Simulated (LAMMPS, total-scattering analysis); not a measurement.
## 88SiO2-12BaO (mol %): neutron weights and totals by hand

A simulated model of 88SiO2-12BaO (mol %) at 300 K, zero pressure, from classical molecular dynamics (LAMMPS) with the Morse and Coulomb pair potential with partial charges (Pedone, Malavasi, Menziani, Cormack and Segre, J. Phys. Chem. B 110, 11780 (2006)). The average runs over 8.0 ps of 2400 atoms. It is rigid on the time of the run, a glass quenched from the melt; how it was made: 2400 atoms placed at random at 2.67 g/cm^3, melted at 3500 K for 8 ps, cooled at 200 K/ps. Atom fractions Si 0.3058, Ba 0.0412, O 0.6529; masses Si 28.085, Ba 137.327, O 15.999 u; density 2.7987 g/cm³; coherent lengths Si 4.15071, Ba 5.07, O 5.8037 fm. Faber–Ziman partials at a few Q:

| Q (Å⁻¹) | S O–O | S Si–O | S Ba–O | S Si–Ba | S Si–Si | S Ba–Ba |
| --- | --- | --- | --- | --- | --- | --- |
| 1.80 | 0.237 | 2.483 | 1.005 | 2.820 | 1.069 | 3.049 |
| 2.90 | 3.032 | -1.807 | 2.153 | 0.057 | 2.280 | -0.756 |
| 4.00 | 0.554 | 1.143 | 0.996 | 1.389 | 0.761 | 1.242 |

The pair function g(SiO), r in Å, every 0.06 Å up to its first minimum: 1.47 0.42, 1.53 5.55, 1.59 19.71, 1.65 15.55, 1.71 3.82, 1.77 0.52, 1.83 0.08, 1.89 0.02, 1.95 0.01, 2.01 0.01.

**Tasks.** (a) The number density. (b) The neutron weights. (c) The neutron S(Q) at the listed Q. (d) The number of O around Si.

(a) The mean mass is 0.3058×28.085 + 0.0412×137.327 + 0.6529×15.999 = 24.692 u, so ρ₀ = 2.7987/(24.692 × 1.66054) = 0.06826 Å⁻³.

(b) ⟨b⟩ = 0.3058×4.15071 + 0.0412×5.07 + 0.6529×5.8037 = 5.267 fm. The weight of a pair is ci cj bi bj (2 − δij)/⟨b⟩²: O–O 0.517, Si–O 0.347, Ba–O 0.057, Si–Ba 0.019, Si–Si 0.058, Ba–Ba 0.002; they sum to 1.000.

(c) S = 1 + Σ w (Sij − 1). At 1.80 Å⁻¹: 1 − 0.395 + 0.514 + 0.000 + 0.035 + 0.004 + 0.003 = 1.161; Si–O pushes up most; O–O pulls down most. At 2.90 Å⁻¹: 1 + 1.052 − 0.973 + 0.066 − 0.018 + 0.074 − 0.003 = 1.198; O–O pushes up most; Si–O pulls down most. At 4.00 Å⁻¹: 1 − 0.231 + 0.050 − 0.000 + 0.007 − 0.014 + 0.000 = 0.812; Si–O pushes up most; O–O pulls down most.

(d) n = 4πρ₀ c(O) Σ r² g Δr. The sum Σ r² g over the listed points is 119.3 Å², so n = 4π × 0.06826 × 0.6529 × 119.3 × 0.06 = 4.01; counting pairs in the frames up to 2.06 Å gives 4.00. By balance, each O has n c(Si)/c(O) = 1.88 Si.
